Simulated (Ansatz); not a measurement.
**What do other settings change for aqueous Cs+ and F-, 4.0 mol of salt per kg of water on CaO(100) at 400 K (152 atoms)?**

The cell holds 152 atoms: 32 Ca, 60 O, 56 H, 2 Cs and 2 F. Cell: a = 9.620 Å, b = 9.620 Å, c = 19.647 Å, α = 90.0°, β = 90.0°, γ = 90.0°. It derives from CaO (CaO(100), 4 layers, 2 x 2 surface cells, a = 4.81 A). 28 H2O, 2 Cs+, 2 F- placed at random, at 1.48 g/cm³, on a fixed slab of CaO(100), 4 layers, 2 x 2 surface cells, a = 4.81 Å, filling the gap to the slab's periodic image; overlaps pushed apart, then 10 ps at 420 K with Joung-Cheatham ions (J. Phys. Chem. B 112, 9020 (2008)); SPC/E water (Berendsen, Grigera and Straatsma, J. Phys. Chem. 91, 6269 (1987)); UFF radii (Rappe et al., J. Am. Chem. Soc. 114, 10024 (1992)) and scaled formal charges on the fixed solid; charges of ions scaled by 0.85. Snapshot after 20 ps at 400 K and fixed volume. Regions: solid, 64 atoms (32 Ca and 32 O); liquid, 88 atoms (28 O, 56 H, 2 Cs and 2 F).

Geometry: as built.

Reference run: Kohn-Sham DFT, PBE+D3(BJ), PAW (set soft_1), plane waves (Ansatz 0.2.0), cutoff 420 eV, k-mesh 3×3×1, fixed occupations.

```
r.m.s. force component                           : 0.5034 eV/Å
pressure                                         : -2.303 GPa
gap (highest filled to lowest empty level) : 2.688 eV
SCF cycles                                       : 28
time                                             : 12 s on 1 × NVIDIA GB200 with 32 threads of Arm Neoverse V2, shared host
```

**Question.** The cell is repeated and solved at Γ. How do error, time and memory go?
- plane waves, 152 atoms (1×1×1)
- support functions, 152 atoms (1×1×1)
- plane waves, 608 atoms (2×2×1)
- support functions, 608 atoms (2×2×1)
- plane waves, 1368 atoms (3×3×1)
- support functions, 1368 atoms (3×3×1)
- truncated density matrix, 1368 atoms (3×3×1)
- support functions, 4864 atoms (4×4×2)

Differences are against the typed cell on a 3×3×1 mesh, which samples like Γ on 1368 atoms (r.m.s. force component 0.503 eV/Å, gap 2.69 eV). Every repeated cell is solved at Γ, and forces are averaged over the copies of each atom. Hardware: 1 × NVIDIA GB200 with 32 threads of Arm Neoverse V2, shared host.

```
atoms  repeats                     basis  Δ force, r.m.s. (meV/Å)  Δ energy (meV/atom)  less plane waves of the same size (meV/atom)  gap (eV)  spread among copies (meV/Å)  SCF cycles     time  host memory (GiB)
  152    1×1×1               plane waves                      6.8                 12.0                                             -                    2.66                            -          26    3.7 s                1.4
  152    1×1×1         support functions                     9.35                 9.15                                          -2.9                    2.66                            -          41    6.1 s                1.4
  608    2×2×1               plane waves                    0.069               0.0634                                             -                    2.69                            0          28     34 s                2.0
  608    2×2×1         support functions                     7.04                -2.76                                          -2.8                    2.68                         0.47          39     18 s                2.7
 1368    3×3×1               plane waves                    0.008                    0                                             -                    2.69                            0          31  4.6 min                3.6
 1368    3×3×1         support functions                     7.03                -2.81                                          -2.8                    2.69                         0.23          41     44 s                5.3
 1368    3×3×1  truncated density matrix                     6.97                -2.81                                          -2.8                       -                         0.13          33     37 s                5.2
 4864    4×4×2         support functions                     7.18                -2.82                                             -                    2.69                         0.38          38  7.4 min                 15
```

Repeating the cell at Γ samples more k-points: in plane waves the energy difference from the dense mesh goes from 12.0 meV/atom at 152 atoms to 0 at 1368, and the force difference from 6.8 to 0.008 meV/Å; the gap goes from 2.66 to 2.69 eV. The largest repeat holds the very k-points of the reference's mesh, so its agreement is an identity, not a test of convergence. With plane waves, the time grows as the 2.6 power of the atom count between the two largest sizes, 608 and 1368 atoms. With support functions, the time grows as the 1.8 power of the atom count between the two largest sizes, 1368 and 4864 atoms. At 1368 atoms truncation (run in mixed precision) changes the energy by +0.0004 meV/atom and takes 0.84 times the time of the full density matrix. At equal size the support functions lie 2.8 to 2.9 meV/atom below plane waves, likely because their grid holds more waves than 420 eV; no run tests this. Support functions take 1.7 times the time of plane waves at 152 atoms and 0.16 times at 1368, so the crossover lies within the series. The truncated run is already faster than plane waves at 1368 atoms (0.13 times their time). Each time is a single run, so ratios and crossover are rough. At the largest size the support functions' forces differ from the reference by 1.4 % of the r.m.s. force, which holds the difference of sampling between the two as well as that of the basis. In some support-function runs the search for missed states was left out or partial.

[Logs are printed without paths, hosts, clocks, repeated set-up lines and the standing remarks that a program may print on its own settings, such as how far it seeks lower states.]

[Hosts, paths, dates, database ids (printed as entryN), source tags and the programs' standing remarks are cut or masked in the printed files.]
